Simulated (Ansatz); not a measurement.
# KSrCl3: complex band structure, part 2 of 3

Wanted: the relaxed cell of KSrCl3, its band edges and its decay constants. It is built by putting Sr for Pb, K for Cs in the CsPbCl3 structure of space group Pm-3m, with the volume rescaled by atomic radii. The parent structure comes from the Materials Project.

Ansatz 0.2.0; PBE DFT, plane waves, PAW files (the session's first sound run).

So far, gap on the k-mesh (eV): step 3 (band edges) 4.44.

The structure was built from a prototype and need not be the compound's stable phase.

**4. Decaying states in the gap**

This step: PBE DFT, plane waves, PAW files; complex bands by layer matching along the plane's normal (Ansatz 0.2.0).

The same crystal is laid in a cell whose first two vectors span the (001) plane (indices of the standard conventional cell, whose axes can be ordered otherwise than in the bulk input). At fixed energy and wavevector in the plane the solver finds all kz, real and complex. A few wavevectors are listed, (0, 0) and (-0.5, -0.5) in units of the plane's reciprocal vectors; the slowest state needn't be among them.

The input, input.yaml:

```yaml
crystal:
  lattice:
    - [5.677365936, 0.0, 0.0]
    - [0.0, 5.677365936, 0.0]
    - [0.0, 0.0, 5.677365936]
  atoms:
    - { symbol: K, position: [0.0, 0.0, 0.0] }
    - { symbol: Sr, position: [0.5, 0.5, 0.5] }
    - { symbol: Cl, position: [0.0, 0.5, 0.5] }
    - { symbol: Cl, position: [0.5, 0.0, 0.5] }
    - { symbol: Cl, position: [0.5, 0.5, 0.0] }
kpoints:
  mp_grid: { grid: [4, 4, 4] }
scf:
  occupations: { method: fixed }
hamiltonian:
  xc: pbe
output:
  eigenvalues: true
  transmission:
    leads: [[0, 0]]
    kpoints: [[0.0, 0.0], [-0.5, -0.5]]
    e_range: [-1.0, 5.44]
    de: 0.11
```

Started as:

```
> ansatz run input.yaml --threads 2 --pin off --max-ram 4096MiB --backend cpu --events-out ev --progress --plain --runs-dir out
```

Numbers of over 12 decimals in the logs are rounded to 6 here.

What it wrote:

```text
[...]
Crystal: 5 atoms, lattice volume = 182.996 Å³
Basis set: ecut = 420 eV, 3695 PW (Γ)
Bands: 25, of which v1, the nominal top of the filled ones, is band 20 counted from 1 (19 counted from 0)
Symmetry: 48 space group operations
[...]
k-points: 10 of 64
[...]
SCF iter   1: F=—  HF=-8331.537962 eV  |F-HF|=—  |Δ(HF+E_count)|=         —  Δρ=2.67e-4  dr2=1.10e-4  ethr=1.77e-3  ⟨swp⟩=6.1  Hψ=1230  notcnv=0  defer=24
[...]
SCF iter   6: F=-8331.538750 eV  HF=-8331.538750 eV  |F-HF|=1.21e-9  |Δ(HF+E_count)|=   6.86e-9  Δρ=7.25e-7  dr2=5.45e-10  ethr=2.72e-11  ⟨swp⟩=10.8  Hψ=1391  notcnv=0
SCF 1 converged in 6 iterations: F = -8331.538750 eV  dr2 = 5.45e-10
[...]
transmission: 10 of 20 steps passed
transmission: 20 of 20 steps passed
SCF converged after 6 iterations
Free energy (F): -8331.538750 eV
[...]
Internal energy: -8331.538750 eV  (E = F + TS)
E sigma→0 (E₀):  -8331.538750 eV
Fermi energy:    0.524357 eV
[...]
--- Band table (eV; the first three rows and the last of 10) ---
  k-point 0: bands = [... 16 lower, 0.1293, 0.2993, 0.2993, 0.2993, 4.9645, 6.6229, 6.6229, 6.6229, ... 1 higher]
  k-point 1: bands = [... 16 lower, 0.0352, 0.0832, 0.2592, 0.2592, 5.4945, 6.7248, 7.0869, 7.0869, ... 1 higher]
  k-point 2: bands = [... 16 lower, -0.1181, 0.0386, 0.2406, 0.2406, 6.5107, 6.8322, 6.8457, 7.7268, ... 1 higher]
  k-point 9: bands = [... 16 lower, -0.7346, 0.5244, 0.5244, 0.5244, 6.5447, 7.7820, 7.7820, 7.7820, ... 1 higher]
--- Transmission ---
  basis      : 293 plane waves across, 10 finite elements along
  points     : 2, as listed
  energies   : 59 from -1.000000 to 5.380000 eV about the Fermi level, 0.110000 eV apart; the leads are filled to 2.220092 eV, and channels, transmission and decay are at 2.190000 eV
  crystal 0  : K1Cl3Sr1, at the sites [0, 0], period 5.6774 Å: whole cells are its period
    offset         : up to 0.0000 Å between an atom of the period and one for which it stands
    channels       : 0.000000e0 a spin
    conductance    : none, the energies end too early or step too widely for 300 K: set another output.transmission.e_range or a lower de, or, where they end at an eighth of basis.ecutwfc, a higher one
    slowest decay  : 0.3422 /Å at (0.0000, 0.0000)
```

It took 71 s on 2 threads of Arm Neoverse V2, shared host; peak memory 0.89 GiB.

Numbers from this step:

- level to which the leads are filled: 2.220 eV from the Fermi level
- decay constant at the filling level, zone centre: 0.3422 Å⁻¹
- decay constant at the filling level, slowest listed point: 0.3422 Å⁻¹

K parallel (0, 0); values up to 1.5 1/Å, a degenerate pair printed once or twice; energies at which all values exceed this have no row. The Im kz of the slowest decaying states by energy, zero at the highest filled level on the SCF mesh:

```
energy (eV)  decay 1 (Å⁻¹)  decay 2 (Å⁻¹)  decay 3 (Å⁻¹)  decay 4 (Å⁻¹)
      -1.00          0.135          0.282          0.596           1.13
      -0.67         0.0844          0.370          0.419           1.10
      -0.34          0.247          0.256          0.467          0.578
      -0.01          0.160          0.331          0.492          0.516
       0.32          0.233          0.439          0.543          0.572
       0.54          0.262          0.479          0.554          0.603
       0.87          0.293          0.517          0.561          0.632
       1.20          0.315          0.540          0.561          0.649
       1.53          0.329          0.553          0.556          0.658
       1.86          0.338          0.545          0.558          0.661
       2.19          0.342          0.530          0.557          0.659
       2.52          0.342          0.512          0.551          0.654
       2.85          0.336          0.490          0.541          0.645
       3.18          0.322          0.466          0.527          0.633
       3.51          0.297          0.442          0.510          0.618
       3.84          0.254          0.421          0.488          0.600
       4.06          0.210          0.408          0.470          0.586
       4.39         0.0798          0.391          0.441          0.563
       4.72          0.375          0.405          0.537          0.674
       5.05          0.360          0.362          0.506          0.634
       5.38          0.307          0.343          0.471          0.578
```

K parallel (-0.5, -0.5); values up to 1.5 1/Å, a degenerate pair printed once or twice; energies at which all values exceed this have no row. The Im kz of the slowest decaying states by energy, zero at the highest filled level on the SCF mesh:

```
energy (eV)  decay 1 (Å⁻¹)  decay 2 (Å⁻¹)  decay 3 (Å⁻¹)  decay 4 (Å⁻¹)
      -1.00          0.496          0.896          0.944           1.13
      -0.78          0.583          0.932           1.03           1.10
      -0.45          0.168          0.652          0.964           1.01
      -0.23          0.226          0.679          0.871          0.976
      -0.01          0.214          0.264          0.698          0.984
       0.32          0.304          0.353          0.717          0.894
       0.54          0.323          0.458          0.724          0.915
       0.76          0.339          0.550          0.728          0.863
       1.09          0.357          0.725          0.730          0.981
       1.31          0.367          0.728          0.733          0.975
       1.53          0.374          0.724          0.737          0.968
       1.86          0.383          0.716          0.739          0.954
       2.08          0.387          0.708          0.738          0.944
       2.30          0.390          0.698          0.736          0.932
       2.52          0.392          0.688          0.731          0.920
       2.85          0.393          0.668          0.723          0.899
       3.07          0.393          0.654          0.715          0.884
       3.29          0.392          0.638          0.707          0.868
       3.62          0.388          0.610          0.692          0.842
       3.84          0.385          0.589          0.681          0.823
       4.06          0.381          0.566          0.668          0.804
       4.39          0.374          0.528          0.647          0.771
       4.61          0.367          0.498          0.632          0.748
       4.83          0.360          0.465          0.615          0.724
       5.16          0.348          0.406          0.586          0.683
       5.38          0.339          0.357          0.565          0.654
```

At the listed wavevectors the last open channel is at -0.01 eV and the next at +4.50 eV on the grid. At +2.19 eV, the grid energy nearest the filling level (the middle of the gap on the SCF mesh), the slowest state at the listed wavevectors decays with κ = 0.342 Å⁻¹, its amplitude falling by e over 2.9 Å. Through 1 nm of this crystal that state's transmission falls by exp(−2 × 0.342 Å⁻¹ × 10 Å) = 0.0011.

**5. Band edges at another level**

This step: LDA DFT, plane waves, PAW files (Ansatz 0.2.0).

The edges again with LDA, at the same atoms.

The input, input.yaml:

```yaml
crystal:
  lattice:
    - [5.6773659358, 0.0, 0.0]
    - [0.0, 5.6773659358, 0.0]
    - [0.0, 0.0, 5.6773659358]
  atoms:
    - { symbol: K, position: [0.0, 0.0, 0.0] }
    - { symbol: Sr, position: [0.5, 0.5, 0.5] }
    - { symbol: Cl, position: [0.0, 0.5, 0.5] }
    - { symbol: Cl, position: [0.5, 0.0, 0.5] }
    - { symbol: Cl, position: [0.5, 0.5, 0.0] }
kpoints:
  mp_grid: { grid: [4, 4, 4] }
  band_path: { path: [VBM, CBM], npoints: 30 }
scf:
  occupations: { method: fixed }
hamiltonian:
  xc: lda
output:
  eigenvalues: true
```

What it wrote:

```text
[...]
Crystal: 5 atoms, lattice volume = 182.996 Å³
Basis set: ecut = 420 eV, 3695 PW (Γ)
Bands: 25, of which v1, the nominal top of the filled ones, is band 20 counted from 1 (19 counted from 0)
Symmetry: 48 space group operations
[...]
k-points: 10 of 64
[...]
SCF iter   1: F=—  HF=-8083.466001 eV  |F-HF|=—  |Δ(HF+E_count)|=         —  Δρ=5.25e-3  dr2=5.19e-2  ethr=1.77e-3  ⟨swp⟩=5.4  Hψ=1189  notcnv=0  defer=23
[...]
SCF iter   6: F=-8083.448868 eV  HF=-8083.448868 eV  |F-HF|=9.04e-9  |Δ(HF+E_count)|=   8.40e-8  Δρ=2.75e-6  dr2=1.90e-8  ethr=2.50e-10  ⟨swp⟩=12.8  Hψ=1341  notcnv=0
SCF 1 converged in 6 iterations: F = -8083.448868 eV  dr2 = 1.90e-8
[...]
SCF converged after 6 iterations
Free energy (F): -8083.448868 eV
[...]
Internal energy: -8083.448868 eV  (E = F + TS)
E sigma→0 (E₀):  -8083.448868 eV
Fermi energy:    0.282041 eV
[...]
--- Band table (eV; the first three rows and the last of 10) ---
  k-point 0: bands = [... 16 lower, -0.1292, 0.0488, 0.0488, 0.0488, 4.3552, 6.0873, 6.0873, 6.0873, ... 1 higher]
  k-point 1: bands = [... 16 lower, -0.2318, -0.1803, 0.0068, 0.0068, 4.9026, 6.1911, 6.5638, 6.5638, ... 1 higher]
  k-point 2: bands = [... 16 lower, -0.3976, -0.2296, -0.0122, -0.0122, 5.9611, 6.2141, 6.3143, 7.2162, ... 1 higher]
  k-point 9: bands = [... 16 lower, -1.0365, 0.2820, 0.2820, 0.2820, 5.9839, 7.2415, 7.2415, 7.2415, ... 1 higher]
```

It took 6.8 s on 2 threads; peak memory 0.37 GiB; 13 s of CPU time.

Numbers from this step:

```yaml
free_energy: -8083.4489 eV
fermi_energy: 0.2820 eV
gap_on_the_k_mesh: 4.073 eV
gap_on_path: 4.073 eV, by band count; negative where bands overlap
direct_gap_on_path: 4.306 eV
```

The electronic bands at the labelled points (eV, zero at the Fermi level (highest filled level under fixed occupations); v1 is the highest filled band, c1 the lowest empty one):

```
  point     v4     v3     v2     v1    c1    c2    c3    c4
    VBM  -1.32   0.00   0.00   0.00  5.70  6.96  6.96  6.96
halfway  -0.89  -0.28  -0.28  -0.21  5.40  6.56  6.72  6.72
    CBM  -0.41  -0.23  -0.23  -0.23  4.07  5.81  5.81  5.81
```

The searched edges give 4.07 eV, as on the mesh.

Between step 3 and this run (LDA) the value for the gap on the k-mesh moves from 4.44 eV to 4.07 eV.

**6. Complex bands at another level**

This step: LDA DFT, plane waves, PAW files; complex bands by layer matching along the plane's normal (Ansatz 0.2.0).

The complex bands at that level, over its own gap, at (0, 0) and (-0.5, -0.5).

The input, input.yaml:

```yaml
crystal:
  lattice:
    - [5.677365936, 0.0, 0.0]
    - [0.0, 5.677365936, 0.0]
    - [0.0, 0.0, 5.677365936]
  atoms:
    - { symbol: K, position: [0.0, 0.0, 0.0] }
    - { symbol: Sr, position: [0.5, 0.5, 0.5] }
    - { symbol: Cl, position: [0.0, 0.5, 0.5] }
    - { symbol: Cl, position: [0.5, 0.0, 0.5] }
    - { symbol: Cl, position: [0.5, 0.5, 0.0] }
kpoints:
  mp_grid: { grid: [4, 4, 4] }
scf:
  occupations: { method: fixed }
hamiltonian:
  xc: lda
output:
  eigenvalues: true
  transmission:
    leads: [[0, 0]]
    kpoints: [[0.0, 0.0], [-0.5, -0.5]]
    e_range: [-1.0, 5.07]
    de: 0.1
```

What it wrote:

```text
[...]
Crystal: 5 atoms, lattice volume = 182.996 Å³
Basis set: ecut = 420 eV, 3695 PW (Γ)
Bands: 25, of which v1, the nominal top of the filled ones, is band 20 counted from 1 (19 counted from 0)
Symmetry: 48 space group operations
[...]
k-points: 10 of 64
[...]
SCF iter   1: F=—  HF=-8083.466002 eV  |F-HF|=—  |Δ(HF+E_count)|=         —  Δρ=5.25e-3  dr2=5.19e-2  ethr=1.77e-3  ⟨swp⟩=5.4  Hψ=1189  notcnv=0  defer=23
[...]
SCF iter   6: F=-8083.448868 eV  HF=-8083.448868 eV  |F-HF|=8.93e-9  |Δ(HF+E_count)|=   8.50e-8  Δρ=2.74e-6  dr2=1.88e-8  ethr=2.50e-10  ⟨swp⟩=12.5  Hψ=1364  notcnv=0
SCF 1 converged in 6 iterations: F = -8083.448868 eV  dr2 = 1.88e-8
[...]
transmission: 10 of 20 steps passed
transmission: 20 of 20 steps passed
SCF converged after 6 iterations
Free energy (F): -8083.448868 eV
[...]
Internal energy: -8083.448868 eV  (E = F + TS)
E sigma→0 (E₀):  -8083.448868 eV
Fermi energy:    0.282041 eV
[...]
--- Band table (eV; the first three rows and the last of 10) ---
  k-point 0: bands = [... 16 lower, -0.1292, 0.0488, 0.0488, 0.0488, 4.3552, 6.0873, 6.0873, 6.0873, ... 1 higher]
  k-point 1: bands = [... 16 lower, -0.2318, -0.1803, 0.0068, 0.0068, 4.9026, 6.1911, 6.5638, 6.5638, ... 1 higher]
  k-point 2: bands = [... 16 lower, -0.3976, -0.2296, -0.0122, -0.0122, 5.9611, 6.2141, 6.3143, 7.2162, ... 1 higher]
  k-point 9: bands = [... 16 lower, -1.0365, 0.2820, 0.2820, 0.2820, 5.9839, 7.2415, 7.2415, 7.2415, ... 1 higher]
--- Transmission ---
  basis      : 293 plane waves across, 10 finite elements along
  points     : 2, as listed
[...]
crystal 0  : K1Cl3Sr1, at the sites [0, 0], period 5.6774 Å: whole cells are its period
[...]
channels       : 0.000000e0 a spin
[...]
slowest decay  : 0.3252 /Å at (0.0000, 0.0000)
```

Elapsed: 73 s, on 2 threads; peak memory 0.9 GiB; 1.9 min of CPU time.

Numbers from this step:

| Quantity | Value |
| --- | --- |
| level to which the leads are filled | 2.037 eV from the Fermi level |
| decay constant at the filling level, zone centre | 0.3252 Å⁻¹ |
| decay constant at the filling level, slowest listed point | 0.3252 Å⁻¹ |

K parallel (0, 0); values up to 1.5 1/Å, a degenerate pair printed once or twice; energies at which all values exceed this have no row. Im kz of the slowest decaying states against energy, zero at the highest filled level on the SCF mesh:

```
energy (eV)  decay 1 (Å⁻¹)  decay 2 (Å⁻¹)  decay 3 (Å⁻¹)  decay 4 (Å⁻¹)
     -1.000          0.183          0.228          0.571           1.11
     -0.500          0.425          0.877           1.08           1.26
      0.000          0.160          0.330          0.484          0.503
      0.500          0.250          0.459          0.533          0.582
      1.000          0.293          0.511          0.540          0.621
      1.500          0.316          0.531          0.532          0.637
      2.000          0.325          0.512          0.537          0.639
      2.500          0.321          0.483          0.528          0.631
      3.000          0.299          0.449          0.509          0.615
      3.500          0.243          0.417          0.481          0.591
      4.000         0.0939          0.391          0.442          0.560
      4.500          0.369          0.389          0.521          0.663
      5.000          0.317          0.346          0.473          0.601
```

K parallel (-0.5, -0.5); values up to 1.5 1/Å, a degenerate pair printed once or twice; energies at which all values exceed this have no row. The Im kz of the slowest decaying states by energy, zero at the highest filled level on the SCF mesh:

```
energy (eV)  decay 1 (Å⁻¹)  decay 2 (Å⁻¹)  decay 3 (Å⁻¹)  decay 4 (Å⁻¹)
      -1.00          0.511          0.888          0.951           1.11
      -0.70          0.600          0.928           1.05           1.08
      -0.40          0.188          0.648          0.950          0.967
      -0.10          0.250          0.676          0.696          0.962
       0.00        0.00305         0.0185          0.265          0.683
       0.20          0.273          0.289          0.694          0.806
       0.50          0.317          0.429          0.703          0.906
       0.80          0.337          0.553          0.707          0.835
       1.10          0.353          0.707          0.709          0.957
       1.40          0.365          0.702          0.717          0.947
       1.70          0.373          0.694          0.720          0.935
       2.00          0.379          0.683          0.720          0.920
       2.30          0.383          0.669          0.715          0.904
       2.60          0.385          0.652          0.708          0.885
       2.90          0.385          0.632          0.699          0.865
       3.20          0.384          0.609          0.687          0.843
       3.50          0.381          0.582          0.673          0.818
       3.80          0.376          0.551          0.657          0.791
       4.10          0.370          0.516          0.638          0.762
       4.40          0.362          0.475          0.617          0.731
       4.70          0.352          0.426          0.593          0.696
       5.00          0.341          0.366          0.566          0.658
```

At the listed wavevectors the last open channel is at -0.10 eV and the next at +4.10 eV on the grid. At +2.00 eV, the grid energy nearest the filling level (the middle of the gap on the SCF mesh), the slowest state at the listed wavevectors decays with κ = 0.325 Å⁻¹, its amplitude falling by e over 3.1 Å; the first such run, plane (001), gave 0.342 Å⁻¹.

(Part 2 of 3 ends here.)

[Logs are printed without paths, hosts, clocks, repeated set-up lines and the standing remarks that a program may print on its own settings, such as how far it seeks lower states.]

[Hosts, paths, dates, database ids (printed as entryN), source tags and the programs' standing remarks are cut or masked in the printed files.]
